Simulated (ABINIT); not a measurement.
Planning a run of ABINIT 10.8.3 on GaN (F-43m). The input:

```
acell 3*1.0 Angstrom
rprim 
  0.000000000000 2.253500607500 2.253500607500
  2.253500607500 0.000000000000 2.253500607500
  2.253500607500 2.253500607500 0.000000000000
ntypat 2
znucl 31 7
natom 2
typat 1 2
xred 
  0.000000000000 0.000000000000 0.000000000000
  0.750000000000 0.750000000000 0.750000000000
pp_dirpath "pseudos"
pseudos "Ga.upf, N.upf"
ecut 36
ngkpt 4 4 4
nshiftk 1
shiftk 0 0 0
kptopt 1
chksymbreak 0
istwfk *1
occopt 1
irdwfk 1
optdriver 4
nband 26
gwcalctyp 27
ecutsigx 36
symsigma 0
nkptgw 8
kptgw 
  0.0000000000 0.0000000000 0.0000000000
  0.2500000000 0.0000000000 0.0000000000
  0.5000000000 0.0000000000 0.0000000000
  0.2500000000 0.2500000000 0.0000000000
  0.5000000000 0.2500000000 0.0000000000
  -0.2500000000 0.2500000000 0.0000000000
  0.5000000000 0.5000000000 0.0000000000
  -0.2500000000 0.5000000000 0.2500000000
bdgw 
  1 19
  1 19
  1 19
  1 19
  1 19
  1 19
  1 19
  1 19
ecuteps 4
irdscr 1
indata_prefix "in"
outdata_prefix "out"
tmpdata_prefix "tmp"
```

```sh
OMP_NUM_THREADS=1 mpirun -n 4 abinit run.abi > log
```

**Question.** Estimate wall time and host memory on 4 MPI ranks of Arm Neoverse V2, shared host.

It took 23 s; on shared hardware allow 11 s to 46 s. Peak host memory was 0.82 GiB.

[Long decimals in the printed logs are rounded to 6 places.]

[Logs are printed without paths, hosts, clocks, repeated set-up lines and the standing remarks that a program may print on its own settings, such as how far it seeks lower states.]

[Paths, hosts, dates, memory and timing lines, banners, echoed tables and standing remarks are left out of the program output; an Ansatz launch command may be rebuilt from the run's recorded settings. Measured values are a selection of at most five: reports struck by readers or far from the other reports are left out. None is set beside runs whose start may be inverted or whose files or cutoffs have a known fault.]

[Runs of the session that timed out or met a known fault of the program may be left out.]

[Hosts, paths, dates, database ids (printed as entryN), source tags and the programs' standing remarks are cut or masked in the printed files.]

[G0W0 gaps are taken among the corrected bands and points alone; a level outside them can change the order at an edge.]

[Where Ansatz stands beside ABINIT at settings called matched, ABINIT's density can come from a denser mesh and the files from another edition; pairs whose starting gaps differed by over 0.03 eV were left out, so agreement reads better than it is.]
